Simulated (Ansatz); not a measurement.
Planning a run of Ansatz 0.2.0 on BaTiO3 (R3m). The input:

```yaml
crystal:
  lattice:
    - [2.8273666084, 1.6323808724, 2.3183934932]
    - [-2.8273666084, 1.6323808724, 2.3183934932]
    - [0.0, -3.2647617449, 2.3183934932]
  atoms:
    - { symbol: Ba, position: [0.0, 0.0, 0.0] }
    - { symbol: Ti, position: [0.4845, 0.4845, 0.4845] }
    - { symbol: O, position: [0.5086, 0.5086, 0.0175] }
    - { symbol: O, position: [0.0175, 0.5086, 0.5086] }
    - { symbol: O, position: [0.5086, 0.0175, 0.5086] }
kpoints:
  mp_grid: { grid: [4, 4, 4] }
hamiltonian:
  xc: lda
  pseudopotentials: { kind: paw, azcp: { folder: "./paw" } }
scf:
  occupations: { method: fixed }
gw:
  n_empty_bands: 83
  ecut_chi: 69
  qp_bands: [v2, c2]
  qp_kpoints: band_edges
  screening: { model: contour_deformation }
```

```sh
ansatz run input.yaml --threads 3 --pin off --max-ram 92160MiB --backend cuda --events-out ev --progress --plain --runs-dir out --devices 1 --max-vram 13GiB
```

Q: How long will it take on 1 × NVIDIA H100 80GB HBM3 (shared by 6 runs) with 3 threads of AMD EPYC 7R13 (Zen 3), shared host, and how much memory?

It took 20 s; on shared hardware allow 9.9 s to 40 s. Peak host memory was 1.1 GiB. The sizes that set the cost: 1237 plane waves a state, 13 irreducible k points, 103 bands summed, 81 plane waves in the screening and 8 SCF cycles.

The screening grows as filled bands × empty bands × pairs of k points, times the square of the screening basis for the matrix.

[Paths, hosts, dates, memory and timing lines, banners, echoed tables and standing remarks are left out of the program output.]

[Logs are printed without paths, hosts, clocks, repeated set-up lines and the standing remarks that a program may print on its own settings, such as how far it seeks lower states.]

[Runs of the session that timed out or met a known fault of the program may be left out.]

[Cells called generated may have been cut or substituted from an entry of the Crystallography Open Database or the Materials Project.]

[Hosts, paths, dates, database ids (printed as entryN), source tags and the programs' standing remarks are cut or masked in the printed files.]
